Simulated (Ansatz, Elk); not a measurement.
# Bonding as seen by X-rays: HfMg6Tl

Structure refinements treat a crystal as free atoms side by side. For a made-up structure of HfMg6Tl (cell and positions from a PBEsol relaxation) the runs below show what the calculated density changes in F(hkl).

Main program and level: Elk 11.2.3 (patched build); DFT, PBE, all-electron APW+lo, Dirac cores, scalar-relativistic bands, static density, no spin.

The structure was built from a prototype and need not be the compound's stable phase.

**1. Starting point**

The structure is orthorhombic, space group Amm2 (No. 38). Conventional cell: a = 4.985 Å, b = 6.323 Å, c = 11.151 Å, α = 90.00°, β = 90.00°, γ = 90.00°. Nearest to Tl lie 2 Hf at 3.01 Å and 10 Mg at 3.15 to 3.26 Å. Hf has 2 Tl at 3.01 Å and 10 Mg at 3.12 to 3.21 Å nearest. Nearest to Mg lie 10 Mg at 3.06 to 3.24 Å and 2 Tl at 3.16 Å. Mg has 8 Mg at 3.04 to 3.24 Å and 2 Hf at 3.12 Å and 2 Tl at 3.15 to 3.26 Å nearest. Nearest to Mg lie 10 Mg at 3.06 to 3.25 Å and 2 Hf at 3.16 Å. Mg has 8 Mg at 3.04 to 3.25 Å and 2 Tl at 3.16 Å and 2 Hf at 3.20 to 3.21 Å nearest. Farther neighbours are not listed.

**2. Ground state and structure factors**

An all-electron density is needed, since X-rays see the cores too. Task 0 finds the density and task 195 Fourier-transforms it; tshift is off so that phases refer to the origin typed.

Input file elk.in:

```
tasks
  0
  195

xctype
  20

spinpol
  .false.

rgkmax
  7.0

gmaxvr
  14.0

lmaxo
  7

lmaxapw
  8

swidth
  0.002

tshift
  .false.

ramdisk
  .false.

hmaxvr
  5.5

maxscl
  120

epspot
  1e-06

sppath
  './'

avec
  9.42010051989 0.00000000000 0.00000000000
  0.00000000000 5.97398799490 10.53662867330
  0.00000000000 -5.97398799490 10.53662867330

atoms
  3
  'Tl.in'
  1
  0.5000000000 0.6727935207 0.6727935207   0.000000 0.000000 0.000000
  'Hf.in'
  1
  -0.0000000000 0.8243658330 0.8243658330   0.000000 0.000000 0.000000
  'Mg.in'
  6
  0.5000000000 0.1732238938 0.1732238938   0.000000 0.000000 0.000000
  0.5000000000 0.6733330880 0.1639013648   0.000000 0.000000 0.000000
  0.5000000000 0.1639013648 0.6733330880   0.000000 0.000000 0.000000
  -0.0000000000 0.3320209280 0.3320209280   0.000000 0.000000 0.000000
  0.0000000000 0.8313217419 0.3194396297   0.000000 0.000000 0.000000
  -0.0000000000 0.3194396297 0.8313217419   0.000000 0.000000 0.000000

ngridk
  5 4 4
```

Launch:

```console
> OMP_NUM_THREADS=4 elk
```

Numbers of over 12 decimals in the logs are rounded to 6 here.

The program printed:

```text
┌─────────────────────────┐
│ Elk code version 11.2.3 │
└─────────────────────────┘

All units are atomic (Hartree, Bohr, etc.)

┌─────────────────────────────────────────────────┐
│ Ground-state run starting from atomic densities │
└─────────────────────────────────────────────────┘

Lattice vectors :
   9.420100520       0.000000000       0.000000000
   0.000000000       5.973987995       10.53662867
   0.000000000      -5.973987995       10.53662867

Reciprocal lattice vectors :
  0.6669976922       0.000000000      -0.000000000
  -0.000000000      0.5258786352      0.2981591884
   0.000000000     -0.5258786352      0.2981591884

Unit cell volume      :    1185.909514
Brillouin zone volume :   0.2091645361

Muffin-tin inner radius fraction :   0.1000000000E-01

Nuclei treated as point charges

Species : 1 (Tl)
 parameters loaded from : Tl.in
 name : thallium
 nuclear charge    :   -81.00000000
 electronic charge :    81.00000000
 atomic mass :    372567.9643
 muffin-tin radius :    2.800000000
 number of radial points in muffin-tin :   1393
 inner part over the whole radius :   0.9893942913E-02
 number on inner part of muffin-tin    :   1000
 approximate nuclear radius :   0.1043008296E-03
 number of mesh points to nuclear radius :    525
 atomic positions (lattice), magnetic fields (Cartesian) :
  1 :   0.50000000  0.67279352  0.67279352    0.00000000  0.00000000  0.00000000

Species : 2 (Hf)
 parameters loaded from : Hf.in
 name : hafnium
 nuclear charge    :   -72.00000000
 electronic charge :    72.00000000
 atomic mass :    325367.3659
 muffin-tin radius :    2.800000000
 number of radial points in muffin-tin :   1393
 inner part over the whole radius :   0.9942779402E-02
 number on inner part of muffin-tin    :    999
 approximate nuclear radius :   0.1000320365E-03
 number of mesh points to nuclear radius :    518
 atomic positions (lattice), magnetic fields (Cartesian) :
  1 :   0.00000000  0.82436583  0.82436583    0.00000000  0.00000000  0.00000000

Species : 3 (Mg)
 parameters loaded from : Mg.in
 name : magnesium
 nuclear charge    :   -12.00000000
 electronic charge :    12.00000000
 atomic mass :    44305.30466
 muffin-tin radius :    2.200000000
 number of radial points in muffin-tin :    793
 inner part over the whole radius :   0.9941530515E-02
 number on inner part of muffin-tin    :    552
 approximate nuclear radius :   0.5710277704E-04
 number of mesh points to nuclear radius :    241
 atomic positions (lattice), magnetic fields (Cartesian) :
  1 :   0.50000000  0.17322389  0.17322389    0.00000000  0.00000000  0.00000000
  2 :   0.50000000  0.67333309  0.16390136    0.00000000  0.00000000  0.00000000
  3 :   0.50000000  0.16390136  0.67333309    0.00000000  0.00000000  0.00000000
  4 :   0.00000000  0.33202093  0.33202093    0.00000000  0.00000000  0.00000000
  5 :   0.00000000  0.83132174  0.31943963    0.00000000  0.00000000  0.00000000
  6 :   0.00000000  0.31943963  0.83132174    0.00000000  0.00000000  0.00000000

Total number of atoms per unit cell :    8
Total muffin-tin volume :    451.5180738
 ratio of muffin-tin to unit cell volume :   0.3807356870

Spin treatment :
 spin-unpolarised

Number of Bravais lattice symmetries :    8
Number of crystal symmetries         :    4
Crystal has no inversion symmetry
Complex Hermitian eigensolver will be used

k-point grid :      5     4     4
k-point offset :    0.000000000       0.000000000       0.000000000
k-point set is reduced with full crystal symmetry group
Total number of k-points :       30

Muffin-tin radius times maximum |G+k| :    7.000000000
 using average radius
Maximum |G+k| for APW functions       :    2.978723404
Maximum (1/2)|G+k|²                   :    4.436396560
Maximum |G| for potential and density :    14.00000000
Constant for pseudocharge density :   10
 order of it for each species :   17  17  17
 order of it for pair densities of each species (exact exchange by exxq0 0: 18) :   14  14   8
Radial integration step length :    1

[...]
xc potential                :     -1025.6704946993
 exchange                    :     -778.33733888910
 correlation                 :     -12.041000415248
 electron entropic           :    -0.17365033940637E-02
 total energy                :     -36589.360743408

Density of states at Fermi energy :    132.0853343
 (states/Hartree/unit cell)

Estimated indirect band gap :   0.3230825811E-02
 from k-point 27 to k-point 16
Estimated direct band gap   :   0.5270069396E-02
 at k-point 29

Charges :
 core                        :    120.0000000
 valence                     :    105.0000000
 interstitial                :    12.04135979
 muffin-tins (core leakage)
  species : 1 (Tl)
[...]
species : 2 (Hf)
[...]
species : 3 (Mg)
[...]
total in muffin-tins        :    212.9586402
 total calculated charge     :    224.9999198
 total charge                :    225.0000000
 error                       :   0.8017741902E-04

RMS change in Kohn-Sham potential (target) :   0.6066082966     (  0.1000000000E-05)
Absolute change in total energy (target)   :   0.2372521968     (  0.1000000000E-03)

[... loops 3 to 14 left out ...]

┌──────────────────┐
│ Loop number : 15 │
└──────────────────┘

Energies :
 Fermi                       :     0.181326
 sum of occupied eigenvalues :     -22405.959890984
 electron kinetic            :      41607.573701626
 core electron kinetic       :      40444.806031672
 Coulomb                     :     -77405.298407665
 Coulomb potential           :     -62980.773135380
 nuclear-nuclear             :     -2383.1366993848
 electron-nuclear            :     -87100.825025448
 Hartree                     :      12078.663317168
 Madelung                    :     -45914.911839974
 xc potential                :     -1032.7604572305
 exchange                    :     -778.61543832395
 correlation                 :     -12.044299384654
 electron entropic           :    -0.20408838919532E-02
 total energy                :     -36588.386484631

Density of states at Fermi energy :    161.3306371
 (states/Hartree/unit cell)

Estimated indirect band gap :   0.3801811206E-03
 from k-point 24 to k-point 22
Estimated direct band gap   :   0.5333431027E-02
 at k-point 3

Charges :
 core                        :    120.0000000
 valence                     :    105.0000000
 interstitial                :    11.94115448
 muffin-tins (core leakage)
  species : 1 (Tl)
[...]
species : 2 (Hf)
[...]
species : 3 (Mg)
[...]
total in muffin-tins        :    213.0588455
 total calculated charge     :    224.9999265
 total charge                :    225.0000000
 error                       :   0.7346526317E-04

RMS change in Kohn-Sham potential (target) :   0.5330698891E-06 (  0.1000000000E-05)
Absolute change in total energy (target)   :   0.7887793618E-04 (  0.1000000000E-03)

Convergence targets achieved

┌──────────────────┐
│ Loop number : 16 │
└──────────────────┘

Energies :
 Fermi                       :     0.181326
 sum of occupied eigenvalues :     -22405.959872975
 electron kinetic            :      41607.573725480
 core electron kinetic       :      40444.806056998
 Coulomb                     :     -77405.298418801
 Coulomb potential           :     -62980.773193525
 nuclear-nuclear             :     -2383.1366993848
 electron-nuclear            :     -87100.824988986
 Hartree                     :      12078.663269570
 Madelung                    :     -45914.911822038
 xc potential                :     -1032.7604049299
 exchange                    :     -778.61543800144
 correlation                 :     -12.044299357619
 electron entropic           :    -0.20408836001877E-02
 total energy                :     -36588.386471564

Density of states at Fermi energy :    161.3305953
 (states/Hartree/unit cell)

Estimated indirect band gap :   0.3801375775E-03
 from k-point 24 to k-point 22
Estimated direct band gap   :   0.5333410311E-02
 at k-point 3

Charges :
 core                        :    120.0000000
 valence                     :    105.0000000
 interstitial                :    11.94115555
 muffin-tins (core leakage)
  species : 1 (Tl)
[...]
species : 2 (Hf)
[...]
species : 3 (Mg)
[...]
atom 4                    :    10.51296006     ( -0.9828258740E-07)
   atom 5                    :    10.49429909     ( -0.9828258607E-07)
   atom 6                    :    10.49429909     ( -0.9828258607E-07)
 total in muffin-tins        :    213.0588444
 total calculated charge     :    224.9999265
 total charge                :    225.0000000
 error                       :   0.7346520732E-04

┌──────────────────────────────┐
│ Self-consistent loop stopped │
└──────────────────────────────┘

Wrote STATE.OUT
```

Elapsed: 2.2 min, on 4 threads of Arm Neoverse V1, shared host; peak memory 0.34 GiB; 7 min of CPU time.

SFACRHO.OUT:

```text

h k l indices transformed by vhmat matrix:
   1.000000000       0.000000000       0.000000000    
   0.000000000       1.000000000       0.000000000    
   0.000000000       0.000000000       1.000000000    

      h      k      l  multipl.   |H|            Re(F)            Im(F)           |F|

      0      0      0      1   0.0000000       225.00000     -0.57951663E-16   225.00000    
      0      1      1      1  0.59631838      -72.446961       7.4139312       72.825329    
      0     -1     -1      1  0.59631838      -72.446961      -7.4139312       72.825329    
      0     -1      0      2  0.60452232      -4.2654859       110.77192       110.85402    
      0      0      1      2  0.60452232      -4.2654859      -110.77192       110.85402    
      1      0      0      2  0.66699769      -8.7832414      0.58501999E-13   8.7832414    
     -1      1      1      2  0.89469633       4.8252630      -97.591768       97.710984    
     -1     -1     -1      2  0.89469633       4.8252630       97.591768       97.710984    
      1      0     -1      4  0.90018507       54.763978      -7.7183773       55.305213    
     -1      1      0      4  0.90018507       54.763978       7.7183773       55.305213    
      0      1      2      2   1.0376119       9.3960177       17.799324       20.127123    
      0     -1     -2      2   1.0376119       9.3960177      -17.799324       20.127123    
      0      1     -1      2   1.0517573       117.09394      0.56573690E-14   117.09394    
      0      2      2      1   1.1926368      -64.995170      -5.8631589       65.259089    
      0     -2     -2      1   1.1926368      -64.995170       5.8631589       65.259089    
      0      2      0      2   1.2090446      -105.88727       8.7049363       106.24448    
      0     -2      0      2   1.2090446      -105.88727      -8.7049363       106.24448    
     -1     -1     -2      4   1.2335009      -112.39240      -4.4043374       112.47866
```

Elk indexes on the primitive cell of elk.in and gives |H| = 4π sin θ/λ in inverse bohr. Below, one row stands for each form hkl of the conventional cell (m members, Friedel mates merged), F is for one primitive cell and the density is static (no thermal factor). Free-atom factors are Waasmaier and Kirfel's, and R is Σm||F|−|F'||/Σm|F|.

```csv
hkl,m,sin θ/λ (Å⁻¹),"abs F, DFT",neutral atoms,diff.,abs of complex diff.
002,2,0.090,72.825,72.832,-0.007,0.179
011,4,0.091,110.854,110.834,+0.020,0.081
100,2,0.100,8.783,8.994,-0.211,0.211
102,4,0.135,97.711,97.730,-0.019,0.019
111,8,0.135,55.305,55.306,-0.000,0.041
013,4,0.156,20.127,20.055,+0.072,0.231
020,2,0.158,117.094,117.334,-0.240,0.240
004,2,0.179,65.259,65.450,-0.191,0.283
022,4,0.182,106.244,106.568,-0.324,0.393
113,8,0.185,112.478,112.710,-0.232,0.232
120,4,0.187,8.323,8.130,+0.193,0.193
200,2,0.201,181.065,181.972,-0.907,0.907
104,4,0.205,168.568,169.366,-0.798,0.799
122,8,0.208,147.308,148.002,-0.694,0.694
202,4,0.220,64.045,64.160,-0.116,0.119
211,8,0.220,97.548,97.714,-0.165,0.167
015,4,0.238,76.955,77.090,-0.135,0.136
024,4,0.239,35.444,35.567,-0.123,0.134
```

**3. The highest occupied states alone**

An energy window below the Fermi level keeps the highest occupied states, to see at which angles they scatter; shallow core shells can lie inside it and anion s states outside. No new self-consistency is needed.

elk.in, as its differences from that of step 2:

```diff
@@ -1,3 +1,2 @@
 tasks
-  0
   195
@@ -40,2 +39,5 @@
 
+wsfac
+  -0.259670 0.481330
+
 sppath
```

Launch:

```console
> OMP_NUM_THREADS=4 elk
```

The program printed:

```text
┌─────────────────────────────────┐
│ Elk code version 11.2.3 started │
└─────────────────────────────────┘

Info(readinput): the functional depends on the density's gradient
 muffin-tin radial points multiplied by    2.00000
 (not where nrmtscf is given)

┌────────────────────┐
│ Current task : 195 │
└────────────────────┘

Info(sfacrho): density structure factors written to SFACRHO.OUT

 Energy window :  -0.2596700000      0.4813300000

┌──────────────────┐
│ Elk code stopped │
└──────────────────┘
```

Run time: 31 s. Hardware: 4 threads; peak memory 0.21 GiB.

States within 12 eV below the Fermi level hold 29.00 electrons; any levels below the window count with the cores. Their amplitudes can exceed the total, where window and core parts have opposite phase:

```csv
hkl,sin θ/λ (Å⁻¹),"abs F, window","abs F, all"
002,0.090,8.939,72.825
011,0.091,10.155,110.854
100,0.100,7.788,8.783
102,0.135,8.142,97.711
111,0.135,7.483,55.305
013,0.156,6.731,20.127
020,0.158,7.216,117.094
004,0.179,5.986,65.259
022,0.182,6.042,106.244
113,0.185,6.003,112.478
```

**4. Another functional**

The difference from free atoms is small, so it is set against the change that PBEsol makes.

elk.in, as its differences from that of step 3:

```diff
@@ -1,2 +1,3 @@
 tasks
+  0
   195
@@ -4,3 +5,3 @@
 xctype
-  20
+  22
 
@@ -39,5 +40,2 @@
 
-wsfac
-  -0.259670 0.481330
-
 sppath
```

Launch:

```console
> OMP_NUM_THREADS=4 elk
```

The program printed:

```text
┌─────────────────────────┐
│ Elk code version 11.2.3 │
└─────────────────────────┘

All units are atomic (Hartree, Bohr, etc.)

┌─────────────────────────────────────────────────┐
│ Ground-state run starting from atomic densities │
└─────────────────────────────────────────────────┘

Lattice vectors :
   9.420100520       0.000000000       0.000000000
   0.000000000       5.973987995       10.53662867
   0.000000000      -5.973987995       10.53662867

Reciprocal lattice vectors :
  0.6669976922       0.000000000      -0.000000000
[...]
interstitial                :    11.92425822
 muffin-tins (core leakage)
  species : 1 (Tl)
[...]
species : 2 (Hf)
[...]
species : 3 (Mg)
[...]
atom 5                    :    10.49320189     ( -0.9828258829E-07)
   atom 6                    :    10.49320189     ( -0.9828258829E-07)
 total in muffin-tins        :    213.0757418
 total calculated charge     :    224.9999259
 total charge                :    225.0000000
 error                       :   0.7406178571E-04

┌──────────────────────────────┐
│ Self-consistent loop stopped │
└──────────────────────────────┘

Wrote STATE.OUT
[key lines of the parts left out:]
total energy                :     -36575.758422777
```

Elapsed: 2.1 min, on 4 threads; peak memory 0.34 GiB; 6.3 min of CPU time.

Against the first run R = 0.01 %; the largest change is -0.042 at 040.

**5. A coarser k-mesh**

About half the k-points along each axis test the sampling.

elk.in, as its differences from that of step 4:

```diff
@@ -5,3 +5,3 @@
 xctype
-  22
+  20
 
@@ -66,2 +66,2 @@
 ngridk
-  5 4 4
+  2 2 2
```

Launch:

```console
> OMP_NUM_THREADS=4 elk
```

The program printed:

```text
┌─────────────────────────┐
│ Elk code version 11.2.3 │
└─────────────────────────┘

All units are atomic (Hartree, Bohr, etc.)

┌─────────────────────────────────────────────────┐
│ Ground-state run starting from atomic densities │
└─────────────────────────────────────────────────┘

Lattice vectors :
   9.420100520       0.000000000       0.000000000
   0.000000000       5.973987995       10.53662867
   0.000000000      -5.973987995       10.53662867

Reciprocal lattice vectors :
  0.6669976922       0.000000000      -0.000000000
[...]
interstitial                :    11.95460695
 muffin-tins (core leakage)
  species : 1 (Tl)
[...]
species : 2 (Hf)
[...]
species : 3 (Mg)
[...]
atom 5                    :    10.49615864     ( -0.9828258607E-07)
   atom 6                    :    10.49615864     ( -0.9828258607E-07)
 total in muffin-tins        :    213.0453931
 total calculated charge     :    224.9999116
 total charge                :    225.0000000
 error                       :   0.8844263783E-04

┌──────────────────────────────┐
│ Self-consistent loop stopped │
└──────────────────────────────┘

Wrote STATE.OUT
[key lines of the parts left out:]
total energy                :     -36588.381921699
```

It took 62 s on 4 threads; peak memory 0.33 GiB; 2.2 min of CPU time.

Against the first run R = 0.01 %; the largest change is -0.183 at 200.

**6. Settings against the effect**

```csv
run,R against the first run (%),"R against neutral atoms, low angle (%)",wall time
"PBE, rgkmax 7",0.00,0.23,2.2 min
PBEsol,0.01,0.24,2.1 min
k-mesh 2×2×2,0.01,0.23,62 s
```

**7. Results**

- R against neutral atoms, sin θ/λ < 0.3 Å⁻¹: 0.23 %
- R against neutral atoms, 0.3 to 0.53 Å⁻¹: 0.07 %

What this shows: Independent neutral atoms miss the calculated amplitudes by R = 0.23 % below 0.3 Å⁻¹ and 0.07 % from there to 0.53 Å⁻¹; by shells, 0.04 % below 0.15 Å⁻¹ (5 forms), 0.26 % 0.15 to 0.3 (25 forms), 0.07 % 0.3 to 0.45 (66 forms), 0.08 % above 0.45 (53 forms). Bonding, aspherical density and the tables' own atoms all enter these figures, and the runs don't part them. The largest change of an amplitude is -0.91 electrons, at 200. R counts amplitudes alone; phases shift too. The window's part falls from 29.0 electrons at the origin to at most 0.30 between 0.45 and 0.53 Å⁻¹. The window holds more than the 19 outer electrons of the free atoms, so shallow core shells lie inside it. Below 0.3 Å⁻¹ the changes that finished (PBEsol and k-mesh 2×2×2) move F by R = 0.02 % at most, against the 0.23 % that separates it from free atoms. The basis has no finished test. Spin-orbit coupling is left out, which can matter for elements this heavy. Part of the difference isn't bonding: the tables are fits to free atoms and ions calculated by other methods than this functional. Thermal motion, anomalous dispersion and extinction are left out.

[Logs are printed without paths, hosts, clocks, repeated set-up lines and the standing remarks that a program may print on its own settings, such as how far it seeks lower states.]

[Hosts, paths, dates, database ids (printed as entryN), source tags and the programs' standing remarks are cut or masked in the printed files.]
